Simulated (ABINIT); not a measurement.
**GaN (F-43m): a self-consistent loop beyond G0W0, cycle by cycle**

The structure is cubic, space group F-43m (No. 216). Conventional cell: a = 4.507 Å, b = 4.507 Å, c = 4.507 Å, α = 90.00°, β = 90.00°, γ = 90.00°. Ga has 4 N at 1.95 Å nearest. Nearest to N lie 4 Ga at 1.95 Å. Farther neighbours, and contacts between anions beyond the nearest, are not listed.

```xyz
2
Lattice="0.0000 2.2535 2.2535 2.2535 0.0000 2.2535 2.2535 2.2535 0.0000" Properties=species:S:1:pos:R:3 pbc="T T T"
Ga    0.0000    0.0000    0.0000
N     3.3803    3.3803    3.3803
```

| Quantity | Value |
| --- | --- |
| method | RPA screening on LDA from quasiparticle energies and orbitals, plane waves, norm-conserving pseudopotentials (and 4 further levels or steps) |
| program | ABINIT 10.8.3 |
| settings | cutoff 45 Ha, PseudoDojo scalar-relativistic 0.4.1 stringent, norm-conserving, ngkpt (4, 4, 4), nband 30, ecuteps 4 Ha, gwcalctyp 28, inclvkb 2, shiftk (0, 0, 0), symchi 1, awtr 1, frequency ppm, cycle 5, q points all but q = 0, 4×4×4 k-mesh |
| cost | 16 runs, 3.4 min in all on 4 MPI ranks of Arm Neoverse V2, shared host |
| notes | The cell and positions are those that the Materials Project relaxed with its own functionals (PBE, PBE+U or r2SCAN), kept fixed. This is not the form that GaN usually takes at ambient conditions. Limits: no spin-orbit coupling. The 4×4×4 mesh is coarse for this cell, which bears on the long-range parts of exchange and screening. |
| G0W0 | 2.816 eV |
| QSGW, cycle 1 | 3.025 eV |
| QSGW, cycle 2 | 3.292 eV |
| QSGW, cycle 3 | 3.400 eV |
| QSGW, cycle 4 | 3.429 eV |
| QSGW, cycle 5 | 3.430 eV |
| known limits | short of the basis limit; no spin-orbit coupling; coarse k mesh |

Only the bands that the input lists are updated; the higher empty ones keep the functional's energies. QSGW ends at 3.43 eV, +0.61 eV from G0W0, after 5 cycles that took 3.2 min beside the first screening; the last moved the gap by 0.001 eV.

[Long decimals in the printed logs are rounded to 6 places.]

[Logs are printed without paths, hosts, clocks, repeated set-up lines and the standing remarks that a program may print on its own settings, such as how far it seeks lower states.]

[Paths, hosts, dates, memory and timing lines, banners, echoed tables and standing remarks are left out of the program output; an Ansatz launch command may be rebuilt from the run's recorded settings. Measured values are a selection of at most five: reports struck by readers or far from the other reports are left out. None is set beside runs whose start may be inverted or whose files or cutoffs have a known fault.]

[Runs of the session that timed out or met a known fault of the program may be left out.]

[Hosts, paths, dates, database ids (printed as entryN), source tags and the programs' standing remarks are cut or masked in the printed files.]

[G0W0 gaps are taken among the corrected bands and points alone; a level outside them can change the order at an edge.]

[Where Ansatz stands beside ABINIT at settings called matched, ABINIT's density can come from a denser mesh and the files from another edition; pairs whose starting gaps differed by over 0.03 eV were left out, so agreement reads better than it is.]
